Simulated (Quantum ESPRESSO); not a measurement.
## CO2 (Cmce): Raman and infrared activity

Wanted: vibrational spectra of CO2 (Cmce) from linear and non-linear response.

Calculated with Quantum ESPRESSO 8.0 development, patched; DFT LDA, scalar-relativistic, plane waves, PseudoDojo norm-conserving pseudopotentials.

**1. The starting structure**

It takes space group Cmce (No. 64, orthorhombic). The conventional cell has a = 5.272 Å, b = 4.775 Å, c = 6.587 Å, α = 90.00°, β = 90.00°, γ = 90.00°. Nearest to C lie 2 O at 1.17 Å. O has 1 C at 1.17 Å nearest. Farther neighbours and most contacts between anions are not listed.

Structure file:

```cif
data_structure
_symmetry_space_group_name_H-M 'Cmce'
_symmetry_Int_Tables_number 64
_cell_length_a 5.2718
_cell_length_b 4.7748
_cell_length_c 6.5872
_cell_angle_alpha 90.000
_cell_angle_beta 90.000
_cell_angle_gamma 90.000
_cell_volume 165.81
loop_
_atom_site_label
_atom_site_type_symbol
_atom_site_symmetry_multiplicity
_atom_site_Wyckoff_symbol
_atom_site_fract_x
_atom_site_fract_y
_atom_site_fract_z
_atom_site_occupancy
C1 C 4 a 0.00000 0.00000 0.00000 1
O1 O 8 f 0.50000 0.69349 0.89184 1
```

**2. A first look**

Before anything dear is run, a loose run with smearing shows whether this is a metal and how far the cell is from rest.

Input file probe.in:

```
 &control
    calculation='scf',
    prefix='x',
    outdir='./tmp',
    pseudo_dir='./pseudo',
    tprnfor=.true.,
    tstress=.true.,
    verbosity='high',
 /
 &system
    ibrav=0,
    nat=6,
    ntyp=2,
    ecutwfc=84.0,
    occupations='smearing',
    smearing='gaussian',
    degauss=0.01,
 /
 &electrons
    conv_thr=1.0d-07,
    mixing_beta=0.7,
    electron_maxstep=100,
 /
ATOMIC_SPECIES
 C      12.0110  C.upf
 O      15.9990  O.upf
CELL_PARAMETERS angstrom
     2.635911230   -2.387378120    0.000000000
     2.635911230    2.387378120    0.000000000
     0.000000000    0.000000000    6.587174910
ATOMIC_POSITIONS crystal
 C      0.000000000   0.000000000   0.000000000
 C      0.500000000   0.500000000   0.500000000
 O      0.806508570   0.193491430   0.891843390
 O      0.193491430   0.806508570   0.108156610
 O      0.693491430   0.306508570   0.391843390
 O      0.306508570   0.693491430   0.608156610
K_POINTS automatic
 6 6 4 0 0 0
```

Command:

```bash
> OMP_NUM_THREADS=1 mpirun -n 4 pw.x -nk 4 -in probe.in > probe.out
```

The log of the run:

```text
[banners, grids, parts of the stress and lines that vanish by symmetry left out]
Program PWSCF v.8.0dev
     Message from routine setup:
     using ibrav=0 with symmetry is DISCOURAGED, use correct ibrav instead
[...]
kinetic-energy cutoff     =      84.0000  Ry
     charge density cutoff     =     336.0000  Ry
     scf convergence threshold =      1.0E-07
[...]
Exchange-correlation= SLA-PW-NOGX-NOGC
                           (   1   4   0   0   0   0   0)
[...]
8 Sym. Ops., with inversion, found ( 4 have fractional translation)
[...]
(     0          1          0      )
                  (     0          0          1      )
[...]
(  0.0000000  1.0000000  0.0000000 )
                  (  0.0000000  0.0000000  1.0000000 )
[...]
(     0         -1          0      )       (  0.5000000 )
[...]
number of k points=    39  Gaussian smearing, width (Ry)=  0.0100
[...]
End of self-consistent calculation
[...]
the Fermi energy is     0.4787 ev
!    total energy              =    -156.05402268 Ry
[...]
convergence has been achieved in  10 iterations
[...]
atom    1 type  1   force =     0.00000000   -0.00000000   -0.00000000
     atom    2 type  1   force =    -0.00000000    0.00000000   -0.00000000
     atom    3 type  2   force =    -0.00000000   -0.01553250    0.01260911
     atom    4 type  2   force =     0.00000000    0.01553250   -0.01260911
     atom    5 type  2   force =     0.00000000    0.01553250    0.01260911
     atom    6 type  2   force =    -0.00000000   -0.01553250   -0.01260911
[...]
Total force =     0.040012     Total SCF correction =     0.000074
[...]
total   stress  (Ry/bohr**3)                   (kbar)     P=      -27.14
[...]
XML data file, charge density, pseudopotentials, collected wavefunctions

   JOB DONE.
```

The job ended after 21 s (4 MPI ranks of Arm Neoverse V2, shared host).

This step gave:

| Property | Result |
| --- | --- |
| volume per atom | 13.82 Å³ |
| pressure | -2.714 GPa |
| gap on the k-mesh | 6.367 eV |

A gap of 6.4 eV opens on this mesh, so the crystal is taken as an insulator; the start stands at -2.7 GPa.

**3. Relaxing the cell and atoms**

The relaxation runs at a cutoff a fifth above that of the response, since stress converges more slowly with the basis than frequencies do. Forces and stress are brought to rest with tight thresholds.

relax.in, as its differences from probe.in of step 2:

```diff
@@ -1,3 +1,3 @@
  &control
-    calculation='scf',
+    calculation='vc-relax',
     prefix='x',
@@ -7,3 +7,5 @@
     tstress=.true.,
-    verbosity='high',
+    forc_conv_thr=2.0d-05,
+    etot_conv_thr=1.0d-07,
+    nstep=40,
  /
@@ -13,11 +15,15 @@
     ntyp=2,
-    ecutwfc=84.0,
-    occupations='smearing',
-    smearing='gaussian',
-    degauss=0.01,
+    ecutwfc=101,
+    occupations='fixed',
+    nbnd=18,
  /
  &electrons
-    conv_thr=1.0d-07,
+    conv_thr=1.0d-11,
     mixing_beta=0.7,
     electron_maxstep=100,
+ /
+ &ions
+ /
+ &cell
+    press_conv_thr=0.2,
  /
```

Command:

```bash
> OMP_NUM_THREADS=1 mpirun -n 4 pw.x -nk 4 -in relax.in > relax.out
```

The log of the run:

```text
[banners, grids, parts of the stress and lines that vanish by symmetry left out]
[banner, memory and clock lines left out]
Program PWSCF v.8.0dev

[...]
kinetic-energy cutoff     =     101.0000  Ry
     charge density cutoff     =     404.0000  Ry
     scf convergence threshold =      1.0E-11
[...]
energy convergence thresh.=      1.0E-07
     force convergence thresh. =      2.0E-05
     press convergence thresh. =      2.0E-01
     Exchange-correlation= SLA-PW-NOGX-NOGC
                           (   1   4   0   0   0   0   0)
[...]
8 Sym. Ops., with inversion, found ( 4 have fractional translation)
[...]
number of k points=    39
[...]
c_bands: 1 eigenvalues not converged on the other pools
[...]
End of self-consistent calculation
[...]
highest occupied, lowest unoccupied level (ev):    -1.7527    4.6147
!    total energy              =    -156.05413428 Ry
[...]
convergence has been achieved in  13 iterations
[...]
atom    1 type  1   force =    -0.00000000    0.00000000    0.00000000
     atom    2 type  1   force =     0.00000000   -0.00000000    0.00000000
     atom    3 type  2   force =    -0.00000000   -0.01554207    0.01261859
     atom    4 type  2   force =    -0.00000000    0.01554207   -0.01261859
     atom    5 type  2   force =     0.00000000    0.01554207    0.01261859
     atom    6 type  2   force =    -0.00000000   -0.01554207   -0.01261859
     Total force =     0.040039     Total SCF correction =     0.000002
[...]
total   stress  (Ry/bohr**3)                   (kbar)     P=      -26.61
[...]
number of bfgs steps    =   0
[...]
CELL_PARAMETERS (angstrom)
[...]
ATOMIC_POSITIONS (crystal)
C               -0.0000000000        0.0000000000        0.0000000000
C                0.5000000000        0.5000000000        0.5000000000
O                0.8082310684        0.1917689316        0.8928570981
O                0.1917689316        0.8082310684        0.1071429019
[...]
New effective cutoffs (rho, wfc):  409.08  102.32
[...]
End of self-consistent calculation
[...]
highest occupied, lowest unoccupied level (ev):    -1.6973    4.8485
!    total energy              =    -156.05248216 Ry
[...]
convergence has been achieved in  10 iterations
[...]
atom    1 type  1   force =     0.00000000   -0.00000000    0.00000000
     atom    2 type  1   force =     0.00000000    0.00000000    0.00000000
     atom    3 type  2   force =     0.00000000    0.04382669   -0.03313168
     atom    4 type  2   force =     0.00000000   -0.04382669    0.03313168
     atom    5 type  2   force =    -0.00000000   -0.04382669   -0.03313168
     atom    6 type  2   force =    -0.00000000    0.04382669    0.03313168
     Total force =     0.109882     Total SCF correction =     0.000004
[...]
total   stress  (Ry/bohr**3)                   (kbar)     P=       31.32
[...]
number of bfgs steps    =   1
[...]
CELL_PARAMETERS (angstrom)
[...]
ATOMIC_POSITIONS (crystal)
[...]
New effective cutoffs (rho, wfc):  405.56  101.42
[...]
End of self-consistent calculation
[...]
highest occupied, lowest unoccupied level (ev):    -1.7345    4.6927
!    total energy              =    -156.05468576 Ry
[...]
convergence has been achieved in   9 iterations
[...]
atom    1 type  1   force =     0.00000000    0.00000000    0.00000000
[...]
number of bfgs steps    =  26
[...]
highest occupied, lowest unoccupied level (ev):    -0.7203    5.7977
!    total energy              =    -156.05757224 Ry
[...]
convergence has been achieved in   7 iterations
[...]
Total force =     0.000343     Total SCF correction =     0.000001
[...]
total   stress  (Ry/bohr**3)                   (kbar)     P=       -0.21
[...]
number of bfgs steps    =  27
[...]
highest occupied, lowest unoccupied level (ev):    -0.7182    5.8009
!    total energy              =    -156.05757262 Ry
[...]
convergence has been achieved in   7 iterations
[...]
Total force =     0.000258     Total SCF correction =     0.000002
[...]
total   stress  (Ry/bohr**3)                   (kbar)     P=       -0.14
[...]
number of bfgs steps    =  28
[...]
New effective cutoffs (rho, wfc):  455.60  114.12
[...]
highest occupied, lowest unoccupied level (ev):    -0.7166    5.8028
!    total energy              =    -156.05757271 Ry
[...]
convergence has been achieved in   8 iterations
[...]
Total force =     0.000139     Total SCF correction =     0.000000
[...]
total   stress  (Ry/bohr**3)                   (kbar)     P=       -0.07
[...]
number of bfgs steps    =  29
[...]
CELL_PARAMETERS (angstrom)
[...]
ATOMIC_POSITIONS (crystal)
[...]
New effective cutoffs (rho, wfc):  455.74  114.15
[...]
End of self-consistent calculation
[...]
highest occupied, lowest unoccupied level (ev):    -0.7152    5.8041
!    total energy              =    -156.05757275 Ry
[...]
convergence has been achieved in   6 iterations
[...]
atom    5 type  2   force =     0.00000000    0.00000673    0.00000478
     atom    6 type  2   force =     0.00000000   -0.00000673   -0.00000478
     Total force =     0.000017     Total SCF correction =     0.000001
[...]
total   stress  (Ry/bohr**3)                   (kbar)     P=       -0.01
[...]
bfgs converged in  32 scf cycles and  30 bfgs steps
[...]
End of BFGS Geometry Optimization
     Final enthalpy           =    -156.0575727455 Ry
     File ./tmp/x.bfgs deleted, as requested
[...]
CELL_PARAMETERS (angstrom)
[...]
ATOMIC_POSITIONS (crystal)
[...]
O                0.7036548131        0.2963451869        0.3910559666
O                0.2963451869        0.7036548131        0.6089440334
[...]
Final scf calculation at the relaxed structure.
[...]
kinetic-energy cutoff     =     101.0000  Ry
     charge density cutoff     =     404.0000  Ry
     scf convergence threshold =      1.0E-13
[...]
press convergence thresh. =      2.0E-01
     Exchange-correlation= SLA-PW-NOGX-NOGC
                           (   1   4   0   0   0   0   0)
[...]
8 Sym. Ops., with inversion, found ( 4 have fractional translation)
[...]
number of k points=    39
[...]
c_bands:  1 eigenvalues not converged
     c_bands: 1 eigenvalues not converged on the other pools
[...]
End of self-consistent calculation
[...]
highest occupied, lowest unoccupied level (ev):    -0.7152    5.8041
!    total energy              =    -156.05755703 Ry
[...]
convergence has been achieved in  17 iterations
[...]
atom    1 type  1   force =     0.00000000    0.00000000    0.00000000
     atom    2 type  1   force =    -0.00000000   -0.00000000   -0.00000000
     atom    3 type  2   force =    -0.00000000   -0.00000495    0.00000387
     atom    4 type  2   force =    -0.00000000    0.00000495   -0.00000387
     atom    5 type  2   force =     0.00000000    0.00000495    0.00000387
     atom    6 type  2   force =     0.00000000   -0.00000495   -0.00000387
     Total force =     0.000013     Total SCF correction =     0.000000
[...]
total   stress  (Ry/bohr**3)                   (kbar)     P=       -0.00
[...]
XML data file, charge density, pseudopotentials, collected wavefunctions
```

Wall time 12 min (4 MPI ranks).

Relaxation path (22 of 33):

```csv
step,energy less that of the first step (eV),largest force (eV/Å),volume (Å³)
1,0.0000,0.5147,82.91
3,-0.0075,0.1009,82.53
4,-0.0103,0.1089,82.13
6,-0.0202,0.0995,80.63
7,-0.0280,0.0910,79.31
9,-0.0447,0.0500,74.54
10,-0.0453,0.0122,73.46
12,-0.0455,0.0040,73.70
13,-0.0457,0.0092,73.81
15,-0.0463,0.0205,73.91
16,-0.0464,0.0184,73.79
18,-0.0465,0.0120,73.54
19,-0.0465,0.0118,73.45
21,-0.0467,0.0097,73.44
22,-0.0467,0.0044,73.59
24,-0.0468,0.0017,73.74
25,-0.0468,0.0013,73.75
27,-0.0468,0.0028,73.76
28,-0.0468,0.0039,73.76
30,-0.0468,0.0033,73.72
31,-0.0468,0.0018,73.71
33,-0.0466,0.0002,73.70
```

```csv
"conventional cell, symmetrised",before,after,change
a (Å),5.272,5.132,-2.7 %
b (Å),4.775,4.639,-2.8 %
c (Å),6.587,6.192,-6.0 %
volume (Å³/atom),13.82,12.28,-11.1 %
```

The atoms that moved most (Å, as changes of fractional coordinates times the final cell):

```csv
atom,dx,dy,dz,length
O3,0.000,0.047,-0.005,0.047
O6,0.000,0.047,0.005,0.047
O5,0.000,-0.047,-0.005,0.047
O4,0.000,-0.047,0.005,0.047
```

The relaxed structure:

```cif
data_structure
_symmetry_space_group_name_H-M 'P 1'
_symmetry_Int_Tables_number 1
_cell_length_a 3.4589
_cell_length_b 3.4589
_cell_length_c 6.1919
_cell_angle_alpha 90.000
_cell_angle_beta 90.000
_cell_angle_gamma 84.230
_cell_volume 73.70
loop_
_atom_site_label
_atom_site_type_symbol
_atom_site_fract_x
_atom_site_fract_y
_atom_site_fract_z
_atom_site_occupancy
C1 C 0.00000 0.00000 0.00000 1
C2 C 0.50000 0.50000 0.50000 1
O3 O 0.79635 0.20365 0.89106 1
O4 O 0.20365 0.79635 0.10894 1
O5 O 0.70365 0.29635 0.39106 1
O6 O 0.29635 0.70365 0.60894 1
```

The last row of the table of steps is pw.x's closing run on a basis chosen anew for the final cell, so its energy can jump.

This step gave:

| Quantity | Value |
| --- | --- |
| volume per atom | 12.28 Å³ |
| pressure | -3.33e-4 GPa |
| gap on the k-mesh | 6.519 eV |

The volume changes by -11.1 % from the cell with which this run began.

**4. Ground state**

The response is built on this ground state, so it is converged far tighter than an energy would need. With a gap, occupations are fixed, which also allows the response to an electric field.

Input file scf.in:

```
 &control
    calculation='scf',
    prefix='x',
    outdir='./tmp',
    pseudo_dir='./pseudo',
    tprnfor=.true.,
    tstress=.true.,
 /
 &system
    ibrav=0,
    nat=6,
    ntyp=2,
    ecutwfc=84.0,
    occupations='fixed',
    nbnd=18,
 /
 &electrons
    conv_thr=1.0d-12,
    mixing_beta=0.7,
    electron_maxstep=100,
 /
ATOMIC_SPECIES
 C      12.0110  C.upf
 O      15.9990  O.upf
CELL_PARAMETERS angstrom
     2.565803942   -2.319614416    0.000000000
     2.565803942    2.319614416    0.000000000
     0.000000000    0.000000000    6.191932786
ATOMIC_POSITIONS crystal
 C      0.000000000   0.000000000   0.000000000
 C      0.500000000   0.500000000   0.500000000
 O      0.796345187   0.203654813   0.891055967
 O      0.203654813   0.796345187   0.108944033
 O      0.703654813   0.296345187   0.391055967
 O      0.296345187   0.703654813   0.608944033
K_POINTS automatic
 8 8 4 0 0 0
```

Command:

```bash
> OMP_NUM_THREADS=1 mpirun -n 4 pw.x -nk 4 -in scf.in > scf.out
```

The log of the run:

```text
[banners, grids, parts of the stress and lines that vanish by symmetry left out]
[banner, memory and clock lines left out]
Program PWSCF v.8.0dev

[...]
kinetic-energy cutoff     =      84.0000  Ry
     charge density cutoff     =     336.0000  Ry
     scf convergence threshold =      1.0E-12
[...]
Exchange-correlation= SLA-PW-NOGX-NOGC
                           (   1   4   0   0   0   0   0)
[...]
8 Sym. Ops., with inversion, found ( 4 have fractional translation)
[...]
number of k points=    63
[...]
c_bands:  1 eigenvalues not converged
     c_bands: 3 eigenvalues not converged on the other pools
[...]
End of self-consistent calculation
[...]
highest occupied, lowest unoccupied level (ev):    -0.7152    5.8041
!    total energy              =    -156.05744529 Ry
[...]
convergence has been achieved in  15 iterations
[...]
atom    1 type  1   force =     0.00000000    0.00000000   -0.00000000
     atom    2 type  1   force =     0.00000000    0.00000000    0.00000000
     atom    3 type  2   force =     0.00000000   -0.00000688    0.00000674
     atom    4 type  2   force =    -0.00000000    0.00000688   -0.00000674
     atom    5 type  2   force =    -0.00000000    0.00000688    0.00000674
     atom    6 type  2   force =     0.00000000   -0.00000688   -0.00000674
     Total force =     0.000019     Total SCF correction =     0.000000
[...]
total   stress  (Ry/bohr**3)                   (kbar)     P=       -0.58
[...]
XML data file, charge density, pseudopotentials, collected wavefunctions
```

It took 38 s on 4 MPI ranks; 2.6 min of CPU time.

This step gave:

* pressure: -0.05800 GPa

The cell stands at -0.058 GPa, close enough for phonons.

(Continued in part 2 of 3.)

[Host names and launcher messages were left out of these logs when they were recorded.]

[Logs are printed without paths, hosts, clocks, repeated set-up lines and the standing remarks that a program may print on its own settings, such as how far it seeks lower states.]

[Hosts, paths, dates, database ids (printed as entryN), source tags and the programs' standing remarks are cut or masked in the printed files.]
